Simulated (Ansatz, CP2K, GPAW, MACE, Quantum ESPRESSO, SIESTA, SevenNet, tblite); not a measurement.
**Twisted graphene double bilayer, 27.80° (104 atoms) in GPAW**

How do the settings of GPAW change the result for twisted graphene double bilayer, 27.80° (104 atoms)? A plane-wave run serves as the yardstick.

Method: the method is named at each step, in GPAW 26.7.0.

### 1. Set-up

The cell holds 104 atoms: 104 C. Its edges and angles: a = 8.870 Å, b = 8.870 Å, c = 24.180 Å, α = 90.0°, β = 90.0°, γ = 120.0°. It derives from C (graphene). Graphene (a = 2.46 Å) under graphene (a = 2.46 Å), double bilayer, commensurate cell of 13 unit cells a layer, twist 27.80 deg; facing planes 3.33, 3.52, 3.33 Å apart as built; 14 Å of vacuum; minimised with a classical potential. Then every atom was moved at random, 0.05 Å r.m.s. a Cartesian component. Regions: layer 1, 26 atoms (26 C); layer 2, 26 atoms (26 C); layer 3, 26 atoms (26 C); layer 4, 26 atoms (26 C). Vacuum lies along c.

The yardstick, on the same geometry:

| Quantity | Value |
| --- | --- |
| method | Kohn-Sham DFT, PBE, PAW, plane waves (Ansatz 0.2.0); cutoff 420 eV, Γ point, fermi-dirac smearing of 0.05 eV; PAW set soft_2 |
| r.m.s. force component | 2.963 eV/Å |
| longest force | 12.69 eV/Å |
| SCF cycles | 9 |
| time | 9.9 s on 8 threads of Arm Neoverse V2, shared host |
| CPU time | 73 s |

### 2. PBE, LCAO dzp, h 0.2 Å

Method: Kohn-Sham DFT, PBE, PAW, atomic orbitals (dzp).

run.py

```python
import numpy as np
from ase.io import read
from gpaw import GPAW, FermiDirac

atoms = read("structure.xyz")
atoms.calc = GPAW(
    mode="lcao",
    basis="dzp",
    h=0.2,
    xc="PBE",
    kpts={"size": (1, 1, 1), "gamma": True},
    occupations=FermiDirac(0.05),
    maxiter=200,
    symmetry={"point_group": False},
    txt="gpaw.txt",
)
energy = atoms.get_potential_energy(force_consistent=True)
forces = atoms.get_forces()
print(f"energy {energy:.6f} eV")
print("forces (eV/A)")
for i, (a, f) in enumerate(zip(atoms, forces)):
    print(f"{i:4d} {a.symbol:2s} {f[0]:10.5f} {f[1]:10.5f} {f[2]:10.5f}")
print(f"Fermi level {atoms.calc.get_fermi_level():.4f} eV")
for k in range(len(atoms.calc.get_ibz_k_points())):
    for s in range(atoms.calc.get_number_of_spins()):
        e = atoms.calc.get_eigenvalues(kpt=k, spin=s)
        n = np.searchsorted(e, atoms.calc.get_fermi_level())
        print(f"k {k} spin {s} levels about the Fermi level:", np.round(e[max(n - 6, 0):n], 4).tolist(), "|", np.round(e[n:n + 6], 4).tolist())
```

structure.xyz

```xyz
104
Lattice="8.86970 0.00000 0.00000 -4.43485 7.68139 0.00000 0.00000 0.00000 24.18000" Properties=species:S:1:pos:R:3 pbc="T T T"
C 0.27567 1.43780 7.02598
C 1.33799 0.43707 7.02792
C -0.36574 3.62339 7.05476
C 0.69632 2.76015 6.93990
C -1.01190 6.20265 7.06757
C -0.03038 5.06042 7.08740
C 2.74318 0.80232 7.04629
C -0.63214 7.60442 7.07072
C 2.08269 3.17426 6.96577
C 2.97015 2.13504 6.94764
C 1.39560 5.51762 7.03179
C 2.37043 4.48562 7.03396
C 5.12842 0.26432 7.01534
C 1.68143 6.81508 7.01679
C 4.47082 2.56105 7.02115
C 5.41154 1.59950 7.04968
C 3.70257 4.84127 7.00567
C 4.77957 3.93402 7.06467
C 3.06036 7.30277 6.91959
C 3.99447 6.25065 6.99020
C 6.74856 1.93456 7.00857
C 7.83731 1.08023 7.02139
C 6.15273 4.36364 7.02647
C -1.66267 3.33011 7.03275
C -3.45395 6.72798 6.95489
C -2.31371 5.72824 7.10916
C 0.74270 2.69502 10.44987
C 1.69447 1.74014 10.45712
C -0.02967 5.12280 10.44673
C 0.98596 4.09372 10.39063
C -0.58833 7.51793 10.42545
C 0.29328 6.55107 10.35291
C 3.05725 2.16239 10.36040
C 4.15528 1.13577 10.32002
C 2.35863 4.51973 10.38120
C 3.40672 3.55380 10.39256
C 1.64994 6.90588 10.36645
C 2.69923 5.91421 10.41844
C 5.44440 1.69098 10.32027
C 6.44552 0.64938 10.39547
C 4.83279 3.83755 10.43488
C 5.90886 2.89704 10.47236
C 4.09904 6.26832 10.51032
C 5.13990 5.26267 10.46607
C 7.88042 1.02785 10.32486
C 4.41543 7.63330 10.45833
C -1.71274 3.33864 10.49194
C -0.72714 2.39951 10.45060
C -2.49012 5.75328 10.40248
C -1.37006 4.76054 10.47598
C 1.36092 0.44083 10.37902
C -1.99985 7.08286 10.39015
C 6.18546 0.76153 13.87956
C 5.75918 2.12606 13.66484
C 4.33804 2.65799 13.81718
C 4.06538 3.96029 13.74536
[... 44 atom lines left out ...]
C 5.75142 2.13750 17.11823
C 5.43141 3.52353 17.15644
C 4.09545 3.90668 17.15402
C 3.78705 5.37398 17.20020
```

The run is started by

```
$ OMP_NUM_THREADS=1 python run.py > output.txt
```

The log of the run:

```text
energy -907.487333 eV
forces (eV/A)
   0 C     4.33621   -1.15853   -0.62368
   1 C    -0.74366   -1.83315   -0.31305
   2 C     2.98346    6.01644   -0.32414
   3 C     0.65476   -0.20555    0.89124
   4 C     2.67117   -3.20142    0.53564
   5 C     0.95661    2.86752   -0.42172
   6 C    -3.36098   -0.10510   -0.35416
   7 C    -1.41684   -3.78549   -0.24127
   8 C    -4.50340   -3.10013   -0.24202
   9 C     6.49570    2.90999    0.67747
  10 C    -3.98140   -4.80681    0.31822
  11 C     0.87823    2.49264   -0.39684
  12 C     0.38863   -4.11363    0.34219
  13 C     1.37884    7.42472   -0.62080
  14 C    -5.21359    0.98900   -0.09788
  15 C     2.45310   -0.71674   -0.50229
  16 C     1.46724    2.48462    0.38759
  17 C     0.71614   -0.00154   -0.68443
  18 C    -1.05112   -0.50129    1.22960
  19 C     3.54889    1.84205   -0.69159
  20 C     3.01357    3.90793    0.32919
  21 C    -2.85280   -5.14732   -0.65086
  22 C     1.57553   -0.98522    0.75826
  23 C    -6.55052   -1.44635   -0.04874
[...]
96 C     5.03022    7.03773    0.06195
  97 C    -8.18220  -10.97559    0.24854
  98 C     0.86708    1.73602    0.85788
  99 C     2.79801   -4.50044   -0.92577
 100 C     2.70710   -0.56835    0.58979
 101 C     1.17413    0.03416   -0.25738
 102 C    -0.08720    3.70368   -0.29507
 103 C    -3.72674   -4.70955   -0.49868
Fermi level 1.4053 eV
k 0 spin 0 levels about the Fermi level: [-0.0896, -0.0538, -0.0108, 0.0341, 0.0994, 0.148] | [2.8207, 2.9015, 2.9739, 2.983, 3.0756, 3.0884]
```

gpaw.txt:

```text
Input parameters:
  mode=LCAO(),
  basis={'default': 'dzp'},
  h=0.2,
  kpts=MonkhorstPack(size=(1, 1, 1), gamma=True),
  maxiter=200,
  occupations=Occupations(name='fermi-dirac', width=0.05, fixmagmom=False),
  symmetry=Symmetry(point_group=False),
  xc=XC(name='PBE')
Unit cell  # Å
| periodic |         x |        y |         z |   lengths |     angles |
|----------|-----------|----------|-----------|-----------|------------|
|      yes |  8.869700 | 0.000000 |  0.000000 |  8.869700 |  90.000000 |
|      yes | -4.434850 | 7.681390 |  0.000000 |  8.869704 |  90.000000 |
|      yes |  0.000000 | 0.000000 | 24.180000 | 24.180000 | 119.999986 |
Number of symmetries: 1
Symmetry operations  # r_c * U_cc + t_c -> r_c
|   | kind |            matrix            |
|---|------|------------------------------|
| 0 |  E   |  1, 0, 0,  0, 1, 0,  0, 0, 1 |
BZ-sampling:
  Number of BZ points: 1
  Number of IBZ points: 1
  Monkhorst-Pack size: [1, 1, 1]
  Monkhorst-Pack shift: [0, 0, 0]
[... lines left out ...]
eigensolver:
density mixing:
  MSR1-Mixer
occupation numbers:
  Fermi-Dirac:
    width: 0.0500  # eV
FastPoissonSolver using
    Stencil: 8*3+1=25 point O(h^6) finite-difference Laplacian
xc functional:
  name: PBE with 2 nearest neighbor stencil
interpolation: tri-quintic # 5. degree polynomial
Initialization done in: 7.327 s
convergence criteria:
- Maximum [total energy] change in last 3 cyles: 0.0005 eV / valence electron
- Maximum integral of absolute [dens]ity change: 0.0001 electrons / valence electron
- Maximum integral of absolute [eigenst]ate change: 4e-08 eV^2 / valence electron
maximum number of iterations: 200
SCF iterations
|iter     |      energy | eigst |  dens |
|---------|-------------|-------|-------|
|iter:   1| -924.753266 |      c|       |
|iter:   2| -922.096636 |      c| -0.90 |
|iter:   3| -907.414739 |      c| -0.93 |
|iter:   4| -907.775248 |      c| -1.59 |
|iter:   5| -907.487915 |      c| -2.01 |
|iter:   6| -907.498365 |      c| -2.27 |
|iter:   7| -907.487497c|      c| -2.79 |
|iter:   8| -907.487414c|      c| -3.63 |
|iter:   9| -907.487336c|      c| -3.88 |
|iter:  10| -907.487333c|      c| -4.32c|
Converged in 10 steps
SCF loop duration: 74.336 s (7.434 s/step)
Energy contributions relative to reference atoms: (reference = -106873.324010)
Energy contributions:
  Kinetic:         852.674703
  Coulomb:        -852.888764
  Zero:             18.429612
  External:          0.000000
  Xc:             -925.702884
  Entropy:          -0.000000
  Spinorbit:         0.000000
  ----------------------------
  Free energy:    -907.487333
  Extrapolated:   -907.487333
dipole moment: (-5.857519, 51.380453, -0.003782)  # |e|*Ang
Fermi level: 1.405
Eigenvalues  # (at kpt = [0.000, 0.000, 0.000])
| band index |      eig [eV] | occ [0-2] |
|------------|---------------|-----------|
|          0 |       -18.219 |     2.000 |
|        ... |               |           |
|        200 |        -0.217 |     2.000 |
|        201 |        -0.128 |     2.000 |
[...]
|        215 |         3.192 |     0.000 |
|        ... |               |           |
|        253 |         8.627 |     0.000 |
Gap: 2.673 eV
Transition (v -> c):
  (s=0, k=0, n=207, [0.00, 0.00, 0.00]) -> (s=0, k=0, n=208, [0.00, 0.00, 0.00])
No difference between direct/indirect transitions
Force computation time: 16.454  # s
timing:  # [seconds]
  Total:  98.142  # ━━━━━━━━━━━━━━━━━━━━━━━━━━━━━━━━━━━━━━━━━━━━━━━━━━━━━━━━━
  Init:    7.327  # ━━━━╸
  SCF:    74.336  # ━━━━━━━━━━━━━━━━━━━━━━━━━━━━━━━━━━━━━━━━━━━
  Forces: 16.454  # ━━━━━━━━━╸
```

The job ended after 99 s (1 thread of Arm Neoverse V2, shared host; peak memory 1 GiB).

Banners, paths, timers and routine set-up lines are dropped from the logs unmarked, and long logs keep their key lines alone; longer cuts are marked.

Compared with the plane-wave run:

* r.m.s. force component: 3.141 eV/Å
* r.m.s. difference of force components: 208 meV/Å
* longest difference of force vectors: 1005 meV/Å
* force difference over r.m.s. force: 7.019 %
* slope of forces against the reference's: 1.059
* correlation of force components: 0.9994

The surroundings of C75, picked at random, nearest first, numbered as they follow in the input and with coordinates relative to it.

```
atom      x      y      z  distance (Å)  bonds     Fx     Fy  Fz (eV/Å)
 C75   0.00   0.00   0.00          0.00      3  -5.59   3.02      -1.99
 C70   1.31  -0.24  -0.08          1.33      3   3.03  -7.15       0.54
 C54  -1.08  -1.00  -0.17          1.48      3   1.53   2.13       2.91
 C76  -0.41   1.47  -0.12          1.53      3   6.60  -3.72       1.15
 C67   2.33   0.65  -0.07          2.42      3   4.16  -3.29       0.73
 C53  -0.65  -2.36   0.04          2.45      3  -4.16   2.45      -1.94
 C77  -1.66   1.84   0.03          2.48      3  -4.20  -5.20      -1.10
 C69   1.70  -1.84  -0.05          2.51      3   0.40   6.42      -0.60
 C73   0.70   2.41  -0.10          2.51      3  -2.93   0.96       0.38
 C55  -2.50  -0.46  -0.02          2.54      3   5.51  -4.65      -1.21
```

Atoms are counted from 1 here, from 0 in the log.

Forces lie 7.0 % from the reference's, at 1.4 times its CPU time (on 1 against 8 cores).

### 3. PBE, LCAO dzp, h 0.16 Å

Method: Kohn-Sham DFT, PBE, PAW, atomic orbitals (dzp).

run.py, as its differences from that of step 2:

```diff
@@ -3,2 +3,3 @@
 from gpaw import GPAW, FermiDirac
+from ase.parallel import parprint as print
 
@@ -8,3 +9,3 @@
     basis="dzp",
-    h=0.2,
+    h=0.16,
     xc="PBE",
```

structure.xyz is that of step 2.

The run is started by

```
$ OMP_NUM_THREADS=1 mpirun -np 2 gpaw python run.py > output.txt
```

The log of the run:

```text
energy -915.037523 eV
forces (eV/A)
   0 C     4.33901   -1.16408   -0.59658
   1 C    -0.74517   -1.83396   -0.30678
   2 C     2.98242    6.04053   -0.30941
   3 C     0.66122   -0.23068    0.89414
   4 C     2.65949   -3.18882    0.54165
   5 C     0.97647    2.86234   -0.41720
   6 C    -3.39059   -0.10484   -0.35113
   7 C    -1.40956   -3.79661   -0.24432
   8 C    -4.53373   -3.06478   -0.26044
   9 C     6.50670    2.90030    0.68031
  10 C    -3.98923   -4.77970    0.31198
  11 C     0.88009    2.46579   -0.40125
[...]
99 C     2.82883   -4.48464   -0.93468
 100 C     2.69805   -0.59411    0.60021
 101 C     1.18694    0.02292   -0.27065
 102 C    -0.08744    3.69819   -0.30262
 103 C    -3.74097   -4.69633   -0.49307
Fermi level 1.4002 eV
k 0 spin 0 levels about the Fermi level: [-0.0928, -0.0569, -0.0139, 0.0311, 0.0964, 0.1447] | [2.8167, 2.8977, 2.9698, 2.9791, 3.0717, 3.0843]
```

gpaw.txt:

```text
Input parameters:
  mode=LCAO(),
  basis={'default': 'dzp'},
  h=0.16,
  kpts=MonkhorstPack(size=(1, 1, 1), gamma=True),
  maxiter=200,
  occupations=Occupations(name='fermi-dirac', width=0.05, fixmagmom=False),
  symmetry=Symmetry(point_group=False),
  xc=XC(name='PBE')
[... lines left out ...]
  Fermi-Dirac:
[... lines left out ...]
convergence criteria:
- Maximum [total energy] change in last 3 cyles: 0.0005 eV / valence electron
[... lines left out ...]
Converged in 10 steps
[... lines left out ...]
  Free energy:    -915.037523
[... lines left out ...]
dipole moment: (-5.902053, 51.432039, -0.003393)  # |e|*Ang
Fermi level: 1.400
Eigenvalues  # (at kpt = [0.000, 0.000, 0.000])
| band index |      eig [eV] | occ [0-2] |
|------------|---------------|-----------|
|          0 |       -18.214 |     2.000 |
|        ... |               |           |
|        200 |        -0.220 |     2.000 |
|        201 |        -0.131 |     2.000 |
[...]
|        215 |         3.188 |     0.000 |
|        ... |               |           |
|        253 |         8.619 |     0.000 |
Gap: 2.672 eV
Transition (v -> c):
  (s=0, k=0, n=207, [0.00, 0.00, 0.00]) -> (s=0, k=0, n=208, [0.00, 0.00, 0.00])
No difference between direct/indirect transitions
Force computation time: 12.422  # s
```

Run time: 82 s. Hardware: 2 MPI ranks; peak memory 1.9 GiB.

Compared with the plane-wave run:

```
r.m.s. force component                          : 3.142 eV/Å
r.m.s. difference of force components           : 208.5 meV/Å
longest difference of force vectors             : 1026 meV/Å
force difference over r.m.s. force              : 7.036 %
slope of forces against the reference's         : 1.06
correlation of force components                 : 0.9994
energy less the same-level run's                : -72.6 meV/atom
r.m.s. force difference from the same-level run : 16.01 meV/Å
```

Against the first run (7.0 %), the force difference from the reference is 7.0 %, at 1.6 times the CPU time (on 2 against 1 cores): the change moves forces by 16 meV/Å r.m.s., so most of the difference comes from elsewhere.

### 4. LDA, LCAO dzp, h 0.2 Å

Method: Kohn-Sham DFT, LDA, PAW, atomic orbitals (dzp).

run.py, as its differences from that of step 3:

```diff
@@ -3,3 +3,2 @@
 from gpaw import GPAW, FermiDirac
-from ase.parallel import parprint as print
 
@@ -9,4 +8,4 @@
     basis="dzp",
-    h=0.16,
-    xc="PBE",
+    h=0.2,
+    xc="LDA",
     kpts={"size": (1, 1, 1), "gamma": True},
```

structure.xyz is that of step 3.

The run is started by

```
$ OMP_NUM_THREADS=1 python run.py > output.txt
```

The log of the run:

```text
energy -999.315489 eV
forces (eV/A)
   0 C     4.28395   -1.12479   -0.58765
   1 C    -0.73021   -1.79104   -0.27203
   2 C     2.95653    5.93224   -0.29650
   3 C     0.62268   -0.20989    1.00835
   4 C     2.62883   -3.15681    0.61840
   5 C     0.96135    2.82662   -0.37913
   6 C    -3.30461   -0.08184   -0.31640
   7 C    -1.40765   -3.73410   -0.20333
   8 C    -4.46263   -3.07730   -0.17457
   9 C     6.41265    2.88026    0.78575
  10 C    -3.90503   -4.76718    0.38433
  11 C     0.87968    2.45823   -0.37039
  12 C     0.35819   -4.03855    0.43018
  13 C     1.37028    7.34592   -0.58215
  14 C    -5.13363    0.96896   -0.03049
  15 C     2.43151   -0.71346   -0.47093
  16 C     1.42947    2.45669    0.46199
  17 C     0.68980   -0.01633   -0.66307
  18 C    -1.05515   -0.51553    1.36083
  19 C     3.49794    1.81836   -0.66401
  20 C     2.98710    3.86759    0.40672
  21 C    -2.81940   -5.07323   -0.61986
  22 C     1.56170   -0.98819    0.84714
  23 C    -6.46749   -1.44630    0.00152
[...]
96 C     4.96281    6.93873   -0.00174
  97 C    -8.11921  -10.83587    0.18123
  98 C     0.85565    1.69878    0.82004
  99 C     2.75056   -4.42983   -1.03283
 100 C     2.66333   -0.56533    0.55684
 101 C     1.15243    0.02654   -0.33503
 102 C    -0.07203    3.64031   -0.38201
 103 C    -3.66735   -4.64800   -0.58580
Fermi level 1.1521 eV
k 0 spin 0 levels about the Fermi level: [-0.3743, -0.3418, -0.2946, -0.2497, -0.1837, -0.137] | [2.4854, 2.5634, 2.6396, 2.6402, 2.7377, 2.7537]
```

gpaw.txt:

```text
Input parameters:
  mode=LCAO(),
  basis={'default': 'dzp'},
  h=0.2,
  kpts=MonkhorstPack(size=(1, 1, 1), gamma=True),
  maxiter=200,
  occupations=Occupations(name='fermi-dirac', width=0.05, fixmagmom=False),
  symmetry=Symmetry(point_group=False),
  xc=XC(name='LDA')
Unit cell  # Å
| periodic |         x |        y |         z |   lengths |     angles |
[... lines left out ...]
  Fermi-Dirac:
[... lines left out ...]
convergence criteria:
- Maximum [total energy] change in last 3 cyles: 0.0005 eV / valence electron
[... lines left out ...]
Converged in 10 steps
[... lines left out ...]
  Free energy:    -999.315489
  Extrapolated:   -999.315489
dipole moment: (-5.860130, 51.342014, -0.003807)  # |e|*Ang
Fermi level: 1.152
Eigenvalues  # (at kpt = [0.000, 0.000, 0.000])
| band index |      eig [eV] | occ [0-2] |
|------------|---------------|-----------|
|          0 |       -18.297 |     2.000 |
|        ... |               |           |
|        200 |        -0.508 |     2.000 |
|        201 |        -0.413 |     2.000 |
[...]
|        215 |         2.862 |     0.000 |
|        ... |               |           |
|        253 |         8.274 |     0.000 |
Gap: 2.622 eV
Transition (v -> c):
  (s=0, k=0, n=207, [0.00, 0.00, 0.00]) -> (s=0, k=0, n=208, [0.00, 0.00, 0.00])
No difference between direct/indirect transitions
Force computation time: 16.664  # s
timing:  # [seconds]
  Total:  89.499  # ━━━━━━━━━━━━━━━━━━━━━━━━━━━━━━━━━━━━━━━━━━━━━━━━━━━━━━━━━
  Init:    5.598  # ━━━╸
  SCF:    67.209  # ━━━━━━━━━━━━━━━━━━━━━━━━━━━━━━━━━━━━━━━━━━━
  Forces: 16.664  # ━━━━━━━━━━╸
```

Elapsed: 91 s, on 1 thread; peak memory 1 GiB.

Against the reference:

| Property | Result |
| --- | --- |
| r.m.s. force component | 3.106 eV/Å |
| r.m.s. difference of force components | 172.5 meV/Å |
| longest difference of force vectors | 861.8 meV/Å |
| force difference over r.m.s. force | 5.821 % |
| slope of forces against the reference's | 1.048 |
| correlation of force components | 0.9995 |

Against the first run (7.0 %), the force difference from the reference is 5.8 %, at 0.91 times the CPU time; another functional landing nearer a PBE reference means that errors partly cancel.

### 5. Side by side

Differences are against the plane-wave reference, forces as r.m.s. over components; share is that over the reference's r.m.s. force, slope the least-squares factor from reference forces to these. Total energies of different programs have different zeros and aren't compared.

```csv
run,"Δ force, r.m.s. (meV/Å)",share (%),slope,cores,CPU time,memory (GiB)
reference,-,-,-,8,73 s,1.7
"GPAW PBE, LCAO dzp, h 0.2 Å",208,7.02,1.059,1,99 s,1.0
"GPAW PBE, LCAO dzp, h 0.16 Å",208,7.04,1.060,2,2.7 min,1.9
"GPAW LDA, LCAO dzp, h 0.2 Å",172,5.82,1.048,1,91 s,1.0
```

CPU time is summed over cores on a shared host, where runs went side by side, so it is rough. Symmetry, cutoffs, thresholds, outputs and thread counts weren't matched or tuned between programs; memory under MPI is the largest rank's times the ranks.

Within one program, basis, potentials and functional, energies share a zero. Each run against its twin at the usual cutoff or grid and solver:

```csv
run,twin,Δ energy (meV/atom),"Δ force, r.m.s. (meV/Å)",CPU time over the twin's
"GPAW PBE, LCAO dzp, h 0.16 Å","LCAO dzp, h 0.2 Å",-72.6,16.0,1.6 (this twin ran on 1 cores)
```

### 6. Results

| Quantity | Value |
| --- | --- |
| nearest in forces | GPAW LDA, LCAO dzp, h 0.2 Å, 5.8 % |
| its CPU time | 91 s |

What this shows: The PBE runs in local orbitals differ by 7.0 % in each run; basis, grid and potentials can all enter. Rows with another functional or a dispersion term differ by 5.8 % (GPAW LDA, LCAO dzp, h 0.2 Å), which mixes the change of model with differences of basis and potentials. None of the electronic-structure runs in the table takes under half the reference's CPU time of 73 s; they take 1.3 to 2.3 times as much. The reference's PBE has no dispersion term, which matters for the binding between molecules or layers. One k-point is far too coarse for the carbon or group-IV sheet, and it can put spurious forces of up to about 1 eV/Å on the sheet's atoms. The electronic-structure runs sample only Γ, in a cell whose shortest periodic width is 8 Å.

[Also dropped from logs without a mark: logging warnings of Python, and SIESTA's first energy breakdown and zero terms.]

[Logs are printed without paths, hosts, clocks, repeated set-up lines and the standing remarks that a program may print on its own settings, such as how far it seeks lower states.]

[Hosts, paths, dates, database ids (printed as entryN), source tags and the programs' standing remarks are cut or masked in the printed files.]
